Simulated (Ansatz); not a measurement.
# SbAs (model cell, started as zinc blende): phonons and vibrational spectra, part 3 of 3

Wanted: phonon frequencies of SbAs (model cell, started as zinc blende) and what follows from them.

Ansatz 0.2.0; DFT PBEsol, scalar-relativistic, plane waves, PAW.

So far. Step 4 (Tight relaxation): The forces vanish by symmetry and the pressure is 0.000 GPa, within the tolerances set. The cell now holds 33.19 Å³/atom. Step 5 (Modes at Γ): Before it was imposed, the acoustic sum rule was missed by 1.2e-5 eV/Å². Small misses are needed for a sound result but don't prove that mesh and cutoff are converged. The lowest optical mode is real, 175 cm⁻¹. The relaxed cell has a = 6.428 Å (conventional setting).

The structure was built from a prototype and need not be the compound's stable phase.

## 6. The dispersion (continued)

Interpolated from a 4×4×4 q mesh. Phonon branches along the path, in cm⁻¹:

| point | branch 1 | branch 2 | branch 3 | branch 4 | branch 5 | branch 6 |
| --- | --- | --- | --- | --- | --- | --- |
| Γ | 0 | 0 | 0 | 175 | 175 | 175 |
| halfway | -49 | -49 | 60 | 138 | 138 | 146 |
| X | -19 | -19 | 96 | 99 | 99 | 107 |
| halfway | -22 | -19 | 93 | 105 | 108 | 114 |
| U | -27 | -20 | 95 | 117 | 120 | 127 |
| jump to K | -27 | -20 | 95 | 117 | 120 | 127 |
| halfway | -50 | -28 | 62 | 146 | 149 | 150 |
| Γ | 0 | 0 | 0 | 175 | 175 | 175 |
| halfway | -29 | -29 | 36 | 152 | 158 | 158 |
| L | -15 | -15 | 80 | 126 | 151 | 151 |
| halfway | -37 | -27 | 98 | 123 | 136 | 140 |
| W | -31 | -26 | 103 | 115 | 121 | 124 |
| halfway | -25 | -21 | 97 | 106 | 115 | 116 |
| X | -19 | -19 | 96 | 99 | 99 | 107 |

The phonon branches as a text plot (rows in cm⁻¹):

```
    170 |***                        *******
    160 |   *                     **      ***
    151 |    **                 **          *********
    142 |      *            *****            **     ***
    132 |       *          ****                **     ***
    123 |        *      ****                     ************
    113 |         ***  ****                              *******
    104 |           ****                               **********
     95 |           *********                       ***      ****
     85 |        ***         **                   **
     76 |                      *                **
     66 |       *                              *
     57 |      *                *             *
     48 |    **                  *           *
     38 |   *                               *
     29 |                         **       *
     19 |  *                        *     *
     10 | *                          *  **
      1 |*                            **
     -9 | *                          *  *
    -18 |  *         *******      ***    **    ******        ****
    -28 |           *   *** ******  *      ****    * **********
    -37 |   *     **       **     **                *****
    -46 |    *****           *****
         Γ           X  U|K            Γ         L        W     X
```

The phonon density of states has structure finer than the step of the table below, so its rows give means over 10 cm⁻¹, whole bins alone (the curve runs from -51 to 175 cm⁻¹). Peaks (cm⁻¹: height): -29.0: 0.0965, 97.0: 0.0566, 125.0: 0.0864.

Tetrahedra on a 20×20×20 mesh, mean over bins of 2 cm-1. Interpolated from a 4×4×4 q mesh. The phonon density of states by wavenumber; means over each step:

wavenumber (cm⁻¹), phonon density of states (1/cm⁻¹/cell) and a bar:
```
      -40     0.0646 ########################
      -30     0.0822 ##############################
      -20     0.0256 #########
      -10     0.0007 
        0     0.0000 
       10     0.0004 
       20     0.0013 
       30     0.0024 #
       40     0.0036 #
       50     0.0049 ##
       60     0.0067 ##
       70     0.0094 ###
       80     0.0147 #####
       90     0.0283 ##########
      100     0.0307 ###########
      110     0.0178 ######
      120     0.0578 #####################
      130     0.0775 ############################
      140     0.0690 #########################
      150     0.0534 ###################
      160     0.0165 ######
      170     0.0055 ##
```

The partial phonon density of states has structure finer than the step of the table below, so its rows give means over 10 cm⁻¹, whole bins alone (the curve runs from -61.3 to 190 cm⁻¹). Peaks (cm⁻¹: height): As -29.7: 0.0331, 125.1: 0.0535; Sb -28.1: 0.0504, 96.7: 0.0377, 131.4: 0.0284.

Phonopy on the run's constants, 15x15x15 mesh, Gaussian sigma 2.0 cm-1. Interpolated from a 4×4×4 q mesh. The partial phonon density of states by wavenumber; means over each step; values in 1/cm⁻¹/cell:

| wavenumber (cm⁻¹) | As | Sb |
| --- | --- | --- |
| -50 | 0.0119 | 0.0164 |
| -40 | 0.0256 | 0.0370 |
| -30 | 0.0317 | 0.0476 |
| -20 | 0.0111 | 0.0172 |
| -10 | 4.3e-4 | 7.0e-4 |
| 0 | 4.1e-5 | 6.4e-5 |
| 10 | 1.6e-4 | 2.6e-4 |
| 20 | 5.3e-4 | 8.4e-4 |
| 30 | 9.6e-4 | 0.00149 |
| 40 | 0.00155 | 0.00239 |
| 50 | 0.00191 | 0.00301 |
| 60 | 0.00223 | 0.00363 |
| 70 | 0.00353 | 0.00610 |
| 80 | 0.00497 | 0.0100 |
| 90 | 0.00737 | 0.0212 |
| 100 | 0.00705 | 0.0235 |
| 110 | 0.0132 | 0.00584 |
| 120 | 0.0395 | 0.0179 |
| 130 | 0.0481 | 0.0279 |
| 140 | 0.0417 | 0.0268 |
| 150 | 0.0322 | 0.0208 |
| 160 | 0.0104 | 0.00676 |
| 170 | 0.00354 | 0.00224 |
| 180 | 1.2e-4 | 7.5e-5 |

Second derivatives of the energy by pair, one row for each kind of neighbour of each atom listed. Each entry sums the pair over the periodic images of the supercell that the q mesh stands for, and in a polar crystal it holds the long-range dipole part too. Force constants by pair, by row:

| atom | neighbour | distance (Å) | third of the trace (eV/Å²) | along the pair's line (eV/Å²) |
| --- | --- | --- | --- | --- |
| Sb1 | itself | 0 | 3.597 | – |
| Sb1 | As | 2.783 | -1.088 | -2.623 |
| Sb1 | Sb | 4.545 | 0.107 | -0.0795 |
| Sb1 | As | 5.33 | -0.0389 | -0.104 |
| Sb1 | Sb | 6.428 | -0.0682 | -0.0505 |
| Sb1 | As | 7.004 | -0.0186 | -0.0095 |
| As2 | itself | 0 | 3.258 | – |
| As2 | Sb | 2.783 | -1.088 | -2.623 |
| As2 | As | 4.545 | 0.1228 | 0.0287 |
| As2 | Sb | 5.33 | -0.0389 | -0.104 |
| As2 | As | 6.428 | -0.0848 | -0.0845 |
| As2 | Sb | 7.004 | -0.0186 | -0.0095 |

Symmetry leaves 8 wavevectors to solve. The lowest mode among them, the acoustic zeros apart, lies at q = (0, 0.25, -0.25) and is imaginary, 49.3i cm⁻¹, so the energy falls along it.

## 7. Isotope substitution

An isotope changes the mass and not the force constants, so no new electronic calculation is needed; the shifts show which modes move this element.

The same force constants with the mass of Sb changed from 121.760 to 122.904 u (phonopy, no LO-TO term). Both lists are sorted by frequency; levels can cross, so a row need not hold one and the same mode. Modes under 3 cm⁻¹ are left out. Isotope shifts, by row:

| q | rank | natural mass (cm⁻¹) | changed mass (cm⁻¹) |
| --- | --- | --- | --- |
| 0 0 0 | 4 | 174.7 | 174.3 |
| 0 0 0 | 5 | 174.7 | 174.3 |
| 0 0 0 | 6 | 174.7 | 174.3 |
| 0 0 0.25 | 1 | -29.11 | -29.03 |
| 0 0 0.25 | 2 | -29.11 | -29.03 |
| 0 0 0.25 | 3 | 36.53 | 36.43 |
| 0 0 0.25 | 4 | 151.9 | 151.6 |
| 0 0 0.25 | 5 | 157.9 | 157.7 |
| 0 0 0.25 | 6 | 157.9 | 157.7 |
| 0 0 -0.5 | 1 | -15.34 | -15.3 |
| 0 0 -0.5 | 2 | -15.34 | -15.3 |
| 0 0 -0.5 | 3 | 80.43 | 80.17 |
| 0 0 -0.5 | 4 | 126.4 | 126.2 |
| 0 0 -0.5 | 5 | 151.1 | 150.9 |
| 0 0 -0.5 | 6 | 151.1 | 150.9 |
| 0 0.25 0.25 | 1 | -48.6 | -48.47 |
| 0 0.25 0.25 | 2 | -48.6 | -48.47 |
| 0 0.25 0.25 | 3 | 59.94 | 59.76 |
| 0 0.25 0.25 | 4 | 138.4 | 138.2 |
| 0 0.25 0.25 | 5 | 138.4 | 138.2 |
| 0 0.25 0.25 | 6 | 145.5 | 145.2 |

A mode of this element alone would shift by -0.47 %. The highest zone-centre frequency without the field goes from 174.7 to 174.3 cm⁻¹ (-0.2 %). The product of the frequency ratios over all optical modes at Γ is 0.995; the product rule, (m/m′)^(3k/2) (M′/M)^(3/2) with k = 1 such atoms and M the mass of the cell, gives 0.995.

## 8. What came out

- space group after relaxation (within 0.01 Å): F-43m
- volume per atom: 33.2 Å³
- electronic character: no gap on this mesh
- highest optical mode at the zone centre (no LO-TO term): 175 cm⁻¹
- lowest optical zone-centre mode: 175 cm⁻¹
- lowest mode on the q mesh (acoustic modes at Γ apart): -49.3 cm⁻¹
- highest frequency on the path or at a solved wavevector: 175 cm⁻¹
- imaginary modes on the 4×4×4 q mesh: yes

Modes are clearly imaginary (beyond 10i cm⁻¹) at 7 of the 8 irreducible wavevectors, most at q = (0, 0.25, -0.25) (49.3i cm⁻¹), so this structure is not a minimum of the energy. The optical modes at Γ form one degenerate level at 175 cm⁻¹. Where the functional closes the gap at Γ, the partly filled states at that one point of a Γ-centred mesh soften the zone-centre modes by up to a few per cent. With no gap, or one that is small against the smearing, the frequencies hang on the k mesh and the smearing, most of all near Kohn anomalies. Spin-orbit coupling is left out, which can matter for the heavy elements here. A phonon run warned that its eigensolver left some bands unconverged in a pass. The starting cell was built on a prototype and not taken from a measurement, so the phase need not exist. These are harmonic frequencies at zero temperature: anharmonic shifts, linewidths and thermal expansion are left out.

[Logs are printed without paths, hosts, clocks, repeated set-up lines and the standing remarks that a program may print on its own settings, such as how far it seeks lower states.]

[Hosts, paths, dates, database ids (printed as entryN), source tags and the programs' standing remarks are cut or masked in the printed files.]
